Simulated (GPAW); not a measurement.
# As (buckled honeycomb monolayer): G0W0 on several meshes in GPAW

Aim: the GW shift of As (buckled honeycomb monolayer) against the k mesh.

Program: GPAW 26.7.0. Level of theory: LDA and many-body steps on it, plane waves. Results are calculated unless marked as measured.

Report form: the programs' logs are mostly left out.

**1. The starting structure**

The cell holds 2 atoms: 2 As. Cell: a = 3.517 Å, b = 3.517 Å, c = 12.300 Å, α = 90.0°, β = 90.0°, γ = 120.0°. Vacuum lies along c.

Structure file:

```xyz
2
Lattice="3.5171 0.0000 0.0000 -1.7586 3.0459 0.0000 0.0000 0.0000 12.3000" Properties=species:S:1:pos:R:3
As    0.0000    2.0306    5.4559
As    1.7586    1.0153    6.8441
```

The structure was relaxed with LDA. The runs that relaxed it are not among those shown.

**2. Empty states on the mesh, 12×12×1 mesh, 309 bands**

This step: GPAW 26.7.0; DFT, LDA, plane waves, PAW.

The sums over transitions need many empty states on a uniform mesh; this step solves for them.

run.py reads:

```python
import json
import numpy as np
from gpaw.mpi import world
from gpaw import GPAW

calc = GPAW('gs.gpw').fixed_density(kpts={'size': (12, 12, 1), 'gamma': True},
    parallel={'domain': 1, 'band': 1},
    txt='nscf.txt')
calc.diagonalize_full_hamiltonian(nbands=309)
calc.write('full.gpw', mode='all')
res = {}
kpts = calc.get_ibz_k_points()
res['kpts'] = kpts
res['eigenvalues'] = [calc.get_eigenvalues(kpt=k) for k in range(len(kpts))]
res['n_electrons'] = calc.get_number_of_electrons()

if world.rank == 0:
    with open('result.json', 'w') as f:
        json.dump(res, f, default=lambda x: x.tolist())
```

Launch:

```console
$ mpirun -n 4 gpaw python run.py
```

Elapsed: 2.4 min, on 4 MPI ranks of Arm Neoverse V1, shared host; peak memory 3.3 GiB; 9.5 min of CPU time.

Numbers from this step:

```
gap                                                           : 1.413 eV
k of the valence top                                          : 0, 0, 0
k of the conduction bottom                                    : 0.3333, 0, 0
least direct gap                                              : 2.086 eV
k points computed                                             : 19
lowest point of the top converged band, above the valence top : 99.2372 eV
```

On this mesh the gap is 1.413 eV.

**3. 12×12×1**

G0W0 replaces the xc potential by the self-energy, built once from these orbitals. Only a window of levels is corrected, while the sums run over the empty bands that the input names.

This step: G0W0 on LDA, plane waves, PAW.

run.py reads:

```python
import json
import numpy as np
from gpaw.mpi import world
from gpaw.response.g0w0 import G0W0

gw = G0W0('full.gpw',
    filename='gw',
    kpts=[0, 8],
    bands=(3, 7),
    ecut=60,
    nbands=139,
    truncation='2D',
    integrate_gamma='sphere',
    q0_correction=True,
    frequencies={'type': 'nonlinear', 'domega0': 0.15, 'omega2': 15.0},
    eta=0.1,
    nblocksmax=True)
gw.calculate()
res = {mode: {k: v for k, v in r.items() if k != 'sigma_eskwn'}
       for mode, r in gw.all_results.items()}

if world.rank == 0:
    with open('result.json', 'w') as f:
        json.dump(res, f, default=lambda x: x.tolist())
```

Launch:

```console
$ mpirun -n 4 gpaw python run.py
```

Wall time 4.5 min (4 MPI ranks); peak memory 1.7 GiB; 18 min of CPU time.

Numbers from this step:

- G0W0 gap on the points computed: 2.336 eV
- least direct G0W0 gap on the computed points: 3.339 eV
- Z at the valence top: 0.7533
- Z at the conduction bottom: 0.7570
- starting gap on the mesh: 1.413 eV
- k of the valence top: 0, 0, 0
- k of the conduction bottom: 0.3333, 0, 0

The gap on the mesh goes from 1.41 eV to 2.34 eV, a correction of +0.92 eV.

**4. Empty states on the mesh, 6×6×1 mesh, 149 bands**

This step: DFT, LDA, plane waves, PAW.

run.py reads:

```python
import json
import numpy as np
from gpaw.mpi import world
from gpaw import GPAW

calc = GPAW('gs.gpw').fixed_density(kpts={'size': (6, 6, 1), 'gamma': True},
    nbands=173,
    convergence={'bands': 149},
    txt='nscf.txt')
calc.write('full.gpw', mode='all')
res = {}
kpts = calc.get_ibz_k_points()
res['kpts'] = kpts
res['eigenvalues'] = [calc.get_eigenvalues(kpt=k) for k in range(len(kpts))]
res['n_electrons'] = calc.get_number_of_electrons()

if world.rank == 0:
    with open('result.json', 'w') as f:
        json.dump(res, f, default=lambda x: x.tolist())
```

Launch:

```console
$ mpirun -n 4 gpaw python run.py
```

Run time: 40 s. Hardware: 4 MPI ranks; peak memory 0.81 GiB; 2.7 min of CPU time.

This step gave:

| Property | Result |
| --- | --- |
| gap | 1.413 eV |
| k of the valence top | 0, 0, 0 |
| k of the conduction bottom | 0.3333, 0, 0 |
| least direct gap | 2.086 eV |
| k points computed | 7 |
| lowest point of the top converged band, above the valence top | 60.6076 eV |

On this mesh the gap is 1.413 eV.

**5. 6×6×1**

This step: G0W0 on LDA, plane waves, PAW.

run.py reads:

```python
import json
import numpy as np
from gpaw.mpi import world
from gpaw.response.g0w0 import G0W0

gw = G0W0('full.gpw',
    filename='gw',
    kpts=[0, 3],
    bands=(3, 7),
    ecut=60,
    nbands=139,
    truncation='2D',
    integrate_gamma='sphere',
    q0_correction=True,
    frequencies={'type': 'nonlinear', 'domega0': 0.15, 'omega2': 15.0},
    eta=0.1,
    nblocksmax=True)
gw.calculate()
res = {mode: {k: v for k, v in r.items() if k != 'sigma_eskwn'}
       for mode, r in gw.all_results.items()}

if world.rank == 0:
    with open('result.json', 'w') as f:
        json.dump(res, f, default=lambda x: x.tolist())
```

Launch:

```console
$ mpirun -n 4 gpaw python run.py
```

The job ended after 37 s (4 MPI ranks; peak memory 1.1 GiB).

This step gave:

```yaml
g0w0_gap_on_the_points_computed: 2.380 eV
least_direct_g0w0_gap_on_the_computed_points: 3.398 eV
z_at_the_valence_top: 0.7478
z_at_the_conduction_bottom: 0.7450
starting_gap_on_the_mesh: 1.413 eV
k_of_the_valence_top: 0, 0, 0
k_of_the_conduction_bottom: 0.3333, 0, 0
```

Against G0W0 in GPAW (12×12×1 mesh, 139 bands, screening to 60 eV, full frequency, Hilbert transform), the gap moves by +0.044 eV.

**6. The runs together**

Times are wall times on 4 MPI ranks of Arm Neoverse V1, shared host, good to a factor of about two.

```
    run     mesh  bands  screening cutoff (eV)  DFT gap (eV)  gap on the mesh (eV)  direct (eV)     time
12×12×1  12×12×1    139                     60         1.413                 2.336        3.339  4.5 min
  6×6×1    6×6×1    139                     60         1.413                 2.380        3.398     37 s
```

**7. Outcome**

```
12×12×1      : 2.336 eV
6×6×1        : 2.380 eV
known limits : not at the basis limit; no spin-orbit coupling
```

In words: 6×6×1: +0.044 eV against 12×12×1. Bands and cutoff are finite, so the gap is not at the basis limit. The miss can reach some tenths of an eV and take either sign; the mesh is an error of its own. These stock PAW sets were not made for GW; the filled d or f shell of As lies in the frozen core, which bears on start and correction. In the G0W0 runs levels were corrected at 2 k points alone, so a gap called «on the mesh» is the least over those, and an edge elsewhere would be missed. The many-body steps are scalar-relativistic: spin-orbit coupling is not in them.

[Paths, hosts, dates, memory and timing lines, banners, echoed tables and standing remarks are left out of the program output.]

[Logs are printed without paths, hosts, clocks, repeated set-up lines and the standing remarks that a program may print on its own settings, such as how far it seeks lower states.]

[Runs of the session that timed out or met a known fault of the program may be left out.]

[Hosts, paths, dates, database ids (printed as entryN), source tags and the programs' standing remarks are cut or masked in the printed files.]
